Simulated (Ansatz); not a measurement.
# SnO2 (Cassiterite, P4_2/mnm): thermal expansion from first principles, part 2 of 2

How much does SnO2 (Cassiterite) expand with temperature?

Ansatz 0.2.0; DFT LDA, scalar-relativistic, plane waves, PAW; PAW set soft_1.

So far. Step 2 (A first coarse run): The start is under -1.1 GPa at this level and looks like an insulator or semiconductor on this mesh. Step 4 (Tight relaxation): The residual pressure is -0.0017 GPa, small enough for phonons. The relaxed cell has a = 4.720, c = 3.189 Å (conventional setting).

**5. Phonons on strained cells**

Thermal expansion follows from how the free energy of the vibrations (and of the electrons in a metal) changes with strain, so the program makes strained cells, their phonons and a fit in one run.

Input file input.yaml:

```yaml
crystal:
  lattice:
    - [4.720187475, 0.0, 0.0]
    - [0.0, 4.720187475, 0.0]
    - [0.0, 0.0, 3.1887663524]
  atoms:
    - { symbol: Sn, position: [0.0, 0.0, 0.0] }
    - { symbol: Sn, position: [0.5, 0.5, 0.5] }
    - { symbol: O, position: [0.3060749531, 0.3060749531, 0.0] }
    - { symbol: O, position: [0.1939250469, 0.8060749531, 0.5] }
    - { symbol: O, position: [0.6939250469, 0.6939250469, 0.0] }
    - { symbol: O, position: [0.8060749531, 0.1939250469, 0.5] }
kpoints:
  mp_grid: { grid: [6, 6, 8] }
hamiltonian:
  xc: lda
  pseudopotentials: { kind: paw, azcp: { folder: soft_1 }, xc_functional: pbe }
scf:
  occupations: { method: fixed }
  lower_state_search: "off"
output:
  eigenvalues: true
phonons:
  method: dfpt
  qmesh: [2, 2, 4]
  temperatures: { t_max: 1200.0, t_step: 50 }
  thermal_expansion: {}
```

Run with:

```sh
ansatz run input.yaml --threads 18 --pin off --max-ram 92160MiB --backend cuda --events-out ev --progress --plain --runs-dir out
```

Numbers of over 12 decimals in the logs are rounded to 6 here.

Output:

```text
Warning: phonons: the dynamical matrix that this run interpolates holds no multipole term above the dipole-dipole one, and a site of this crystal is no centre of inversion, so its interpolated transverse optical and acoustic branches and sound speeds can stay off near Gamma, and the density of states and the thermodynamics with them. What a run solves at a wave vector of phonons.qpoints, Gamma apart, where the deck admits one, is free of this, and under fd what a larger phonons.supercell samples
[...]
Crystal: 6 atoms, lattice volume = 71.046 Å³
Basis set: ecut = 487.2 eV, 1747 PW (Γ), exchange–correlation on 72×72×48 points (8 copies of the dense FFT grid, shifted against one another)
Bands: 32, of which v1, the nominal top of the filled ones, is band 26 counted from 1 (25 counted from 0)
Symmetry: 16 space group operations
[...]
k-points: 50 of 288
[...]
SCF iter   1: F=—  HF=-13981.287289 eV  |F-HF|=—  |Δ(HF+E_count)|=         —  Δρ=6.99e-2  dr2=2.63e0  ethr=3.10e-3  ⟨swp⟩=4.1  Hψ=6293  notcnv=0  defer=196
[...]
SCF iter   2: F=—  HF=-13980.684080 eV  |F-HF|=—  |Δ(HF+E_count)|=   6.03e-1  Δρ=3.42e-2  dr2=4.35e-1  ethr=3.10e-3  ⟨swp⟩=2.9  Hψ=3331  notcnv=0  defer=196
[...]
SCF iter   9: F=-13980.560906 eV  HF=-13980.560906 eV  |F-HF|=1.27e-11  |Δ(HF+E_count)|=  4.26e-10  Δρ=2.56e-7  dr2=4.42e-11  ethr=1.00e-12  ⟨swp⟩=11.5  Hψ=10670  notcnv=0
SCF 1 converged in 9 iterations: F = -13980.560906 eV  dr2 = 4.42e-11
[...]
relax step   1: F+E_penalty+E_count = -13980.56090557 eV  Δ(F+E_penalty+E_count) = +0.000e0 eV  max|allowed force component| = 3.360e-4 eV/Å  Δτ_max = 0.0000 Å  (9 SCF iters, accepted)
[...]
SCF iter   2: F=—  HF=-13980.560906 eV  |F-HF|=—  |Δ(HF+E_count)|=  5.17e-10  Δρ=1.19e-6  dr2=5.38e-10  ethr=3.44e-12  ⟨swp⟩=2.0  Hψ=2071  notcnv=0
[...]
SCF 2 converged in 3 iterations: F = -13980.560906 eV  dr2 = 3.87e-11
relax step   2: F+E_penalty+E_count = -13980.56090559 eV  Δ(F+E_penalty+E_count) = -1.762e-8 eV  max|allowed force component| = 1.080e-4 eV/Å  Δτ_max = 0.0000 Å  (3 SCF iters, accepted)
[...]
SCF 3 converged in 3 iterations: F = -13980.560906 eV  dr2 = 1.69e-11
relax step   3: F+E_penalty+E_count = -13980.56090559 eV  Δ(F+E_penalty+E_count) = -2.008e-9 eV  max|allowed force component| = 4.379e-7 eV/Å  Δτ_max = 0.0000 Å  (3 SCF iters, accepted)
SCF converged after 3 iterations
[...]
thermal expansion: electrons of cell 10
thermal expansion, electrons of cell 10: device memory: the entry about to start is reckoned to put 2.6 GiB on a device that reports 182.5 GiB free
thermal expansion: electrons of cell 11
[...]
thermal expansion: electrons of cell 12
[...]
thermal expansion: electrons of cell 13
[...]
thermal expansion: electrons of cell 14
[...]
thermal expansion: electrons of cell 15
[...]
thermal expansion: electrons of cell 16
[...]
thermal expansion: phonons of cell 9
thermal expansion, phonons of cell 9: device memory: the entry about to start is reckoned to put 2.4 GiB on a device that reports 182.5 GiB free
thermal expansion: phonons of cell 10
[...]
thermal expansion: phonons of cell 11
[...]
--- Relaxed structure (3 steps of the walk, 3 accepted, 0 SCFs on fresh bases) ---
  F+E_penalty+E_count = -13980.56090559 eV   max|allowed force component| = 4.379e-7 eV/Å
  atoms:
    - { symbol: Sn, position: [0, 0, 0.0] }
    - { symbol: Sn, position: [0.5, 0.5, 0.5] }
    - { symbol: O, position: [0.306078, 0.306078, 0.0] }
    - { symbol: O, position: [0.193922, 0.806078, 0.5] }
    - { symbol: O, position: [0.693922, 0.693922, 0.0] }
    - { symbol: O, position: [0.806078, 0.193922, 0.5] }
--- Thermal expansion: 16 cells in 3 rounds, 0 GPa ---
  no lower state was looked for at cell 6: scf.lower_state_search: off
  without vibrations: a 4.72037, b 4.72037, c 3.18886 Å, V 71.0538 Å³, B 203.33 GPa
  at 0 K: a 4.72985, b 4.72985, c 3.19520 Å, V 71.4813 Å³, B 198.50 GPa
  zero-point expansion: a +0.201, b +0.201, c +0.199, V +0.602 %
      T/K        a/Å        b/Å        c/Å       V/Å³ | expansion of a, b, c, V (1e-6/K)   | that of V in the mean from 25 °C | C_P, C_V (J/mol K of the cell) | B_T, B_S (GPa)
     0.00    4.72985    4.72985    3.19520    71.4813 |    0.00    0.00    0.00    0.00 |    4.32 |     0.000     0.000 |   198.50   198.50
   150.00    4.73010    4.73010    3.19548    71.4952 |    1.06    1.06    1.85    3.97 |    7.39 |    68.434    68.414 |   197.38   197.43
   298.15    4.73157    4.73157    3.19699    71.5735 |    3.03    3.03    4.24   10.31 |       - |   112.135   111.869 |   194.27   194.73
   400.00    4.73326    4.73326    3.19852    71.6587 |    3.89    3.89    5.07   12.84 |   11.69 |   126.273   125.727 |   191.72   192.55
   550.00    4.73631    4.73631    3.20113    71.8098 |    4.64    4.64    5.75   15.04 |   13.11 |   136.973   135.963 |   187.75   189.14
   700.00    4.73979    4.73979    3.20400    71.9799 |    5.13    5.13    6.16   16.42 |   14.13 |   142.479   140.977 |   183.65   185.60
   850.00    4.74357    4.74357    3.20704    72.1632 |    5.50    5.50    6.47   17.46 |   14.93 |   145.781   143.760 |   179.46   181.98
  1000.00    4.74760    4.74760    3.21022    72.3574 |    5.82    5.82    6.72   18.36 |   15.61 |   148.037   145.463 |   175.20   178.30
  1150.00    4.75186    4.75186    3.21351    72.5617 |    6.13    6.13    6.96   19.22 |   16.21 |   149.767   146.596 |   170.86   174.56
  1200.00    4.75333    4.75333    3.21464    72.6319 |    6.23    6.23    7.04   19.50 |   16.40 |   150.275   146.894 |   169.40   173.30
  stiffness (GPa) against the strains that keep the symmetry, 3 along the crystal's axis
    without vibrations: C11 + C12 427.16, C13 155.10, C33 430.35
  the static fit leaves 0.002 meV an atom of the energies and, of the stresses, 0.000 GPa of each cell's largest along a strain (root mean squares over the cells), whose Pulay part it has at -0.031 GPa
  vibrations' free energy: its fit passes through its cells
  the electrons' free energy at temperature is in it; its fit leaves 0.0006 meV an atom at the most
  free energies summed between the sampled wave vectors
  estimated error of the fitted expansion in any direction: up to 0.312e-6/K, at 1200 K (an estimate, not a bound: it was exceeded on models of known expansion)
  by sums over the sampled wave vectors an expansion of the volume parts by up to 0.50e-6/K
  by a static energy of one degree less an expansion of the volume parts by up to 0.01e-6/K
  band gaps on the cells' k-points are 0.700 to 1.529 eV
```

It took 1.8 min on 1 × NVIDIA GB200 with 18 threads of Arm Neoverse V2, shared host; peak memory 2.2 GiB; 8.9 min of CPU time.

Numbers from this step:

```
pressure                                         : 0.02267 GPa
gap on the k-mesh                                : 1.185 eV
volume expansion coefficient at 298 K            : 10.31 1e-6/K
C_P at 298 K                                     : 18.69 J/mol-atom/K
entropy at 298 K                                 : 18.28 J/mol-atom/K
isothermal bulk modulus at 298 K                 : 194.3 GPa
Grüneisen parameter at 298 K                     : 0.7719
volume at 298 K                                  : 11.93 Å³/atom
principal linear expansion coefficients at 298 K : 3.034, 3.034, 4.243 1e-6/K
```

Strained cells of the study; zero-point energy where phonons were solved; the pressures are stresses at a fixed cutoff and can carry an offset from the finite basis. Expansion cells, by row:

```
cell  |a| (Å)  |b| (Å)  |c| (Å)  V (Å³/atom)  E - E_lowest (meV/atom)  pressure, compression positive (GPa)  gap (eV)  zero-point energy (meV/atom)
   1     4.72     4.72    3.189        11.84                        0                                -0.009     1.185                             -
   2    4.758    4.758    3.214        12.13                    4.329                                -4.782    0.9183                             -
   3    4.683    4.683    3.163        11.56                    4.614                                 5.356     1.462                             -
   4    4.697    4.697     3.22        11.84                    1.168                                -0.505     1.146                             -
   5    4.743    4.743    3.158        11.84                    1.198                                 0.528     1.225                             -
   6    4.721    4.721    3.189        11.85                        0                                -0.089     1.181                         70.31
   7    4.744    4.744    3.205        12.02                    1.788                                -3.138     1.013                         68.92
   8    4.709    4.709    3.205        11.85                    0.302                                -0.343     1.161                         70.19
   9    4.763    4.763    3.224        12.19                    6.508                                -5.792    0.8569                         67.61
  10    4.755    4.755    3.192        12.03                     1.81                                 -2.96     1.029                         68.99
  11     4.75     4.75    3.238        12.18                    7.072                                -5.872    0.8441                         67.57
  12    4.674    4.674    3.158         11.5                    7.074                                 6.714     1.529                             -
  13    4.697    4.697    3.173        11.67                     1.71                                 3.191     1.353                             -
  14    4.785    4.785    3.241        12.37                    14.36                                -8.348    0.6997                             -
  15    4.716    4.716    3.236        11.99                    3.066                                 -3.17    0.9962                             -
  16    4.768    4.768    3.177        12.04                    2.503                                -2.866      1.04                             -
```

Quasi-harmonic; a, b, c are the run's own cell vectors. Expansion, by row:

```
T (K)  a (Å)  b (Å)  c (Å)  alpha (deg)  beta (deg)  gamma (deg)  cell volume (Å³/cell)  alpha_a (1e-6/K)  alpha_b (1e-6/K)  alpha_c (1e-6/K)  alpha_V (1e-6/K)  C_P (J/mol-atom/K)  C_V (J/mol-atom/K)  S (J/mol-atom/K)  B_T (GPa)  B_S (GPa)  Grueneisen  extrapolation  fit error (1e-6/K)
    0   4.73   4.73  3.195           90          90           90                  71.48                 0                 0                 0                 0                   0                   0                 0      198.5      198.5           -              0                   0
   50   4.73   4.73  3.195           90          90           90                  71.48              0.12              0.12              0.12              0.35                2.35                2.35             0.884      198.4      198.4       0.212              0                0.01
  100   4.73   4.73  3.195           90          90           90                  71.49              0.47              0.47              0.82              1.76               7.384               7.384             4.096      198.1      198.1       0.339              0                0.04
  150   4.73   4.73  3.195           90          90           90                   71.5              1.06              1.06              1.85              3.97               11.41                11.4             7.883      197.4      197.4       0.493              0                0.06
  200   4.73   4.73  3.196           90          90           90                  71.51              1.79              1.79              2.85              6.43               14.56               14.55             11.62      196.5      196.6       0.623              0                0.07
  250  4.731  4.731  3.196           90          90           90                  71.54              2.48              2.48              3.65              8.61               16.97               16.94             15.14      195.4      195.7       0.713              0                0.08
298.1  4.732  4.732  3.197           90          90           90                  71.57              3.03              3.03              4.24             10.31               18.69               18.64             18.28      194.3      194.7       0.772              0                0.08
  300  4.732  4.732  3.197           90          90           90                  71.57              3.05              3.05              4.26             10.37               18.75                18.7              18.4      194.2      194.7       0.774              0                0.08
  350  4.732  4.732  3.198           90          90           90                  71.61              3.52              3.52              4.72             11.75               20.06                  20             21.39        193      193.6       0.815              0                0.09
  400  4.733  4.733  3.199           90          90           90                  71.66              3.89              3.89              5.07             12.84               21.05               20.95             24.14      191.7      192.6       0.845              0                0.09
  450  4.734  4.734  3.199           90          90           90                  71.71              4.19              4.19              5.35             13.72               21.79               21.68             26.66      190.4      191.4       0.867              0                0.09
  500  4.735  4.735    3.2           90          90           90                  71.76              4.43              4.43              5.57             14.44               22.37               22.23             28.99      189.1      190.3       0.884              0                 0.1
  550  4.736  4.736  3.201           90          90           90                  71.81              4.64              4.64              5.75             15.04               22.83               22.66             31.14      187.8      189.1       0.898              0                 0.1
  600  4.737  4.737  3.202           90          90           90                  71.86              4.82              4.82              5.91             15.56                23.2                  23             33.14      186.4        188       0.909              0                0.11
  650  4.739  4.739  3.203           90          90           90                  71.92              4.98              4.98              6.04             16.01                23.5               23.27             35.01        185      186.8       0.919              0                0.12
  700   4.74   4.74  3.204           90          90           90                  71.98              5.13              5.13              6.16             16.42               23.75                23.5             36.76      183.7      185.6       0.927              0                0.13
  750  4.741  4.741  3.205           90          90           90                  72.04              5.26              5.26              6.27             16.79               23.96               23.68             38.41      182.3      184.4       0.934              0                0.15
  800  4.742  4.742  3.206           90          90           90                   72.1              5.38              5.38              6.37             17.14               24.14               23.83             39.96      180.9      183.2       0.941              0                0.16
  850  4.744  4.744  3.207           90          90           90                  72.16               5.5               5.5              6.47             17.46                24.3               23.96             41.43      179.5        182       0.947              0                0.17
  900  4.745  4.745  3.208           90          90           90                  72.23              5.61              5.61              6.56             17.77               24.44               24.07             42.82      178.1      180.8       0.953              0                0.19
  950  4.746  4.746  3.209           90          90           90                  72.29              5.71              5.71              6.64             18.07               24.56               24.16             44.15      176.6      179.5       0.958              0                0.21
 1000  4.748  4.748   3.21           90          90           90                  72.36              5.82              5.82              6.72             18.36               24.67               24.24             45.41      175.2      178.3       0.964              0                0.22
 1050  4.749  4.749  3.211           90          90           90                  72.42              5.92              5.92              6.81             18.65               24.78               24.32             46.62      173.8      177.1       0.969              0                0.24
 1100   4.75   4.75  3.212           90          90           90                  72.49              6.02              6.02              6.88             18.93               24.87               24.38             47.77      172.3      175.8       0.974              0                0.26
 1150  4.752  4.752  3.214           90          90           90                  72.56              6.13              6.13              6.96             19.22               24.96               24.43             48.88      170.9      174.6       0.979              0                0.29
 1200  4.753  4.753  3.215           90          90           90                  72.63              6.23              6.23              7.04              19.5               25.05               24.48             49.94      169.4      173.3       0.984              0                0.31
```

Table of expansion coefficient by temperature; values in 1e-6/K:

```
temperature (K)  volume  principal 1  principal 3
              0       0            0            0
             50    0.35         0.12         0.12
            100    1.76         0.47         0.82
            150    3.97         1.06         1.85
            200    6.43         1.79         2.85
            250    8.61         2.48         3.65
            298    10.3         3.03         4.24
            300    10.4         3.05         4.26
            350    11.8         3.52         4.72
            400    12.8         3.89         5.07
            450    13.7         4.19         5.35
            500    14.4         4.43         5.57
            550    15.0         4.64         5.75
            600    15.6         4.82         5.91
            650    16.0         4.98         6.04
            700    16.4         5.13         6.16
            750    16.8         5.26         6.27
            800    17.1         5.38         6.37
            850    17.5          5.5         6.47
            900    17.8         5.61         6.56
            950    18.1         5.71         6.64
           1000    18.4         5.82         6.72
           1050    18.6         5.92         6.81
           1100    18.9         6.02         6.88
           1150    19.2         6.13         6.96
           1200    19.5         6.23         7.04
```

At 298 K the volume expansion is 10.3 × 10⁻⁶/K and B_T is 194 GPa. The program raised the cutoff to 487.2 eV by itself: with no cutoff typed, the study takes about 1.16 times the default for its relaxations and scales it with the volume for the phonons.

**6. Results**

```json
{
  "settings of these figures": "LDA, 487.2 eV, k 6×6×8, q 2×2×4",
  "volume expansion coefficient at 298 K": "10.31 1e-6/K",
  "C_P at 298 K": "18.69 J/mol-atom/K",
  "entropy at 298 K": "18.28 J/mol-atom/K",
  "isothermal bulk modulus at 298 K": "194.3 GPa",
  "Grüneisen parameter at 298 K": "0.7719",
  "volume at 298 K": "11.93 Å³/atom",
  "principal linear expansion coefficients at 298 K": "3.034, 3.034, 4.243 1e-6/K"
}
```

Near room temperature SnO2 (Cassiterite) expands by 10.3 × 10⁻⁶/K in volume by LDA, with C_P = 18.7 J/(mol K) per mole of atoms and B_T = 194 GPa. C_P at room temperature is 75 % of the classical 3R an atom, so the stiffest modes are still partly frozen out. The interpolation has no quadrupole term, so branches near the zone centre are less sure, since this crystal has sites that are not centres of inversion. The PAW files were made for PBE and are used here under another functional, for which the program regenerates the frozen cores.

[Logs are printed without paths, hosts, clocks, repeated set-up lines and the standing remarks that a program may print on its own settings, such as how far it seeks lower states.]

[Hosts, paths, dates, database ids (printed as entryN), source tags and the programs' standing remarks are cut or masked in the printed files.]

[A step with changed settings may run another functional than the one named; its input shows which.]
